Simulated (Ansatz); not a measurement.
# Zr (Im-3m, 1 atom in the cell): from the cell to its phonons, part 2 of 2

Wanted: vibrations and spectra of Zr (Im-3m, 1 atom in the cell); the cell is already relaxed.

Ansatz 0.2.0; DFT PBEsol, scalar-relativistic, plane waves, PAW; PAW set soft_1.

So far, highest frequency on the path or at a solved wavevector (cm⁻¹): step 2 (response at finite wavevector) 180.

This is not the structure that Zr takes at ambient pressure and room temperature (hexagonal, No. 194); it is a model or a phase of other conditions.

## Step 3: The same by displaced supercells

Finite displacements in a 2×2×2 supercell give force constants from forces alone. They are exact at the wavevectors that the supercell holds, where they check the linear-response result.

File input.yaml:

```yaml
crystal:
  lattice:
    - [-1.7605290631, 1.7605290631, 1.7605290631]
    - [1.7605290631, -1.7605290631, 1.7605290631]
    - [1.7605290631, 1.7605290631, -1.7605290631]
  atoms:
    - { symbol: Zr, position: [0.0, 0.0, 0.0] }
kpoints:
  mp_grid: { grid: [16, 16, 16] }
hamiltonian:
  xc: pbesol
  pseudopotentials: { kind: paw, azcp: { folder: soft_1 }, xc_functional: pbe }
scf:
  occupations: { method: methfessel_paxton, width: 0.2 }
output:
  eigenvalues: true
phonons:
  method: fd
  supercell: [2, 2, 2]
  temperatures: { t_max: 1000, t_step: 50 }
  qpath:
    path:
      - [[0.0, 0.0, 0.0], [0.5, -0.5, 0.5], [0.0, 0.0, 0.5], [0.0, 0.0, 0.0], [0.25, 0.25, 0.25], [0.5, -0.5, 0.5]]
      - [[0.25, 0.25, 0.25], [0.0, 0.0, 0.5]]
    npoints: 10
```

Run with:

```
ansatz run input.yaml --threads 4 --pin off --max-ram 10240MiB --backend cpu --events-out ev --progress --plain --runs-dir out
```

Numbers of over 12 decimals in the logs are rounded to 6 here.

Log:

```text
[...]
Crystal: 8 atoms, lattice volume = 174.614 Å³
Basis set: ecut = 420 eV, 3463 PW (Γ), exchange–correlation on 90×90×90 points (8 copies of the dense FFT grid, shifted against one another)
Bands: 62, of which v1, the nominal top of the filled ones, is band 48 counted from 1 (47 counted from 0)
Symmetry: 384 space group operations
k-points: 29 of 512
[...]
SCF iter   1: F=—  HF=-33028.745527 eV  |F-HF|=—  |Δ(HF+E_count)|=         —  Δρ=8.24e-8  dr2=7.52e-12  ethr=1.00e-12  ⟨swp⟩=4.9  Hψ=5102  notcnv=0
[...]
SCF iter   2: F=-33028.745527 eV  HF=-33028.745527 eV  |F-HF|=0.00e0  |Δ(HF+E_count)|=  7.28e-12  S|Δr|=    0.00e0  Δρ=4.44e-8  dr2=2.18e-12  ethr=1.00e-12  ⟨swp⟩=3.0  Hψ=4714  notcnv=0
SCF 1 converged in 2 iterations: F = -33028.745527 eV  dr2 = 2.18e-12
[...]
Symmetry: 8 space group operations
k-points: 59 of 512 (time reversal used)
iter 1 solved again at ethr=4.67e-8 eV; its pass at ethr=3.10e-3 eV (dr2=4.48e-5 eV) is discarded
[...]
SCF iter   7: F=-33028.745518 eV  HF=-33028.745518 eV  |F-HF|=7.28e-12  |Δ(HF+E_count)|=  1.46e-11  S|Δr|=    0.00e0  Δρ=7.57e-9  dr2=1.60e-13  ethr=1.00e-12  ⟨swp⟩=4.9  Hψ=13600  notcnv=0
SCF 2 converged in 7 iterations: F = -33028.745518 eV  dr2 = 1.60e-13
[...]
SCF converged after 2 iterations
[...]
Free energy (F): -33028.745527 eV
[...]
Internal energy: -33028.741694 eV  (E = F + TS)
E sigma→0 (E₀):  -33028.744569 eV
Entropy (-TS):   -0.003832 eV (-0.479 meV/atom)
Fermi energy:    14.610669 eV
[...]
--- Band table (eV; the first three rows and the last of 29) ---
  k-point 0: bands = [... 44 lower, 13.8284, 13.8284, 13.8284, 15.7658, 15.7658, 15.7658, 16.5089, 16.5089, ... 10 higher]
  k-point 1: bands = [... 44 lower, 13.8644, 13.8860, 13.9742, 15.6674, 15.7344, 15.9061, 16.0743, 16.1916, ... 10 higher]
  k-point 2: bands = [... 44 lower, 13.9443, 14.0547, 14.4059, 15.2090, 15.4033, 15.5536, 15.5731, 15.5731, ... 10 higher]
  k-point 28: bands = [... 44 lower, 14.2317, 14.2317, 14.2317, 14.2317, 14.2317, 14.2317, 16.1705, 16.1705, ... 10 higher]
--- Phonons: 1 displaced member + reference (amplitude 0.0025 Å, Σ member SCF iterations 7) ---
  symmetry images taken by strict's conditions (phonons.symmetry_images: auto; settled by no image being taken that strict refuses)
  ASR residual: 2.911e-5 → 0.000e0 eV/Å²; symmetrization residual: 1.332e-15 eV/Å²
  largest component of a force at the reference: 1.0e-29 eV/Å
  ASR residual per site (eV/Å²): 2.91e-5
  Γ frequencies (cm⁻¹): 0.00 0.00 0.00
[...]
```

Wall time 24 s (4 threads of Arm Neoverse N1, shared host); peak memory 0.89 GiB; 94 s of CPU time.

This step gave:

```
atoms in the supercell               : 8
sum-rule residual before enforcement : 2.91e-5 eV/Å²
lowest frequency on the path         : -74.89 cm⁻¹
```

Interpolated from a 2×2×2 supercell, rough between the solved points. Phonon branches along the path, in cm⁻¹:

```csv
point,branch 1,branch 2,branch 3
Γ,0,0,0
halfway,80,115,115
H,180,180,180
halfway,115,146,150
N,-75,102,113
halfway,-53,72,80
Γ,0,0,0
halfway,-23,-23,96
P,26,26,26
halfway,87,132,132
H,180,180,180
jump to P,26,26,26
halfway,-66,75,93
N,-75,102,113
```

The phonon branches as a text plot (rows in cm⁻¹):

```
    174 |          ****                                 ***
    164 |         *    **                              **
    153 |        *     ***                            *
    142 |        *      ***                            *
    132 |       *         *                          *
    121 |                  *                          *
    111 |     ***        * *****                    *          **
    100 |                   *****          **                 ***
     89 |    *            *     *         *  *     * *
     79 |     **                 *            *             ***
     68 |   *                    **      *        *          *
     58 |                         *            *
     47 |  * *                     *    *        *  *      **
     36 |                           *
     26 | *                            *        *          *
     15 |   *                        *
      5 |*                            *
     -6 |                              **
    -17 | **                         *   **    *
    -27 |                           *      ****            *
    -38 |                          *             * *
    -48 |                  *     **               *         *
    -59 |                                                    *
    -70 |                   *****                             ***
         Γ           H       N        Γ         P        H|P    N
```

Tetrahedra on a 26×26×26 mesh, mean over bins of 2 cm-1. Interpolated from a 2×2×2 supercell, rough between the solved points. Phonon density of states against wavenumber; read off at these points:

wavenumber (cm⁻¹), phonon density of states (1/cm⁻¹/cell) and a bar:
```
      -70     0.0071 ####
      -60     0.0120 ########
      -50     0.0186 ##############
      -40     0.0112 ########
      -30     0.0066 ####
      -20     0.0040 ##
      -10     0.0023 
        0     0.0020 
       10     0.0022 
       20     0.0032 #
       30     0.0048 ##
       40     0.0070 ####
       50     0.0094 ######
       60     0.0119 ########
       70     0.0147 ###########
       80     0.0183 ##############
       90     0.0237 ##################
      100     0.0381 ##############################
      110     0.0328 ##########################
      120     0.0215 ################
      130     0.0164 ############
      140     0.0131 #########
      150     0.0103 #######
      160     0.0077 #####
      170     0.0050 ###
```

The highest branch reaches 180 cm⁻¹ on this path, at H. A branch goes imaginary (drawn negative), down to -74.9 cm⁻¹ at N, so this structure is not a minimum of the harmonic energy.

## Step 4: What came out

| Property | Result |
| --- | --- |
| space group (within 0.01 Å) | Im-3m |
| volume per atom | 21.8 Å³ |
| electronic character | no gap on this mesh |
| lowest mode on the q mesh (acoustic modes at Γ apart) | -74.9 cm⁻¹ |
| highest frequency on the path or at a solved wavevector | 180 cm⁻¹ |
| imaginary modes on the 4×4×4 q mesh | yes |

In words: Modes are clearly imaginary (beyond 10i cm⁻¹) at 3 of the 8 irreducible wavevectors, most at q = (0, 0, -0.5) (74.9i cm⁻¹), so this structure is not a minimum of the energy. With no gap, or one that is small against the smearing, the frequencies hang on the k mesh and the smearing, most of all near Kohn anomalies. The PAW files were made for PBE and serve the other functionals too. These are harmonic frequencies at zero temperature: anharmonic shifts, linewidths and thermal expansion are left out.

[Logs are printed without paths, hosts, clocks, repeated set-up lines and the standing remarks that a program may print on its own settings, such as how far it seeks lower states.]

[Hosts, paths, dates, database ids (printed as entryN), source tags and the programs' standing remarks are cut or masked in the printed files.]
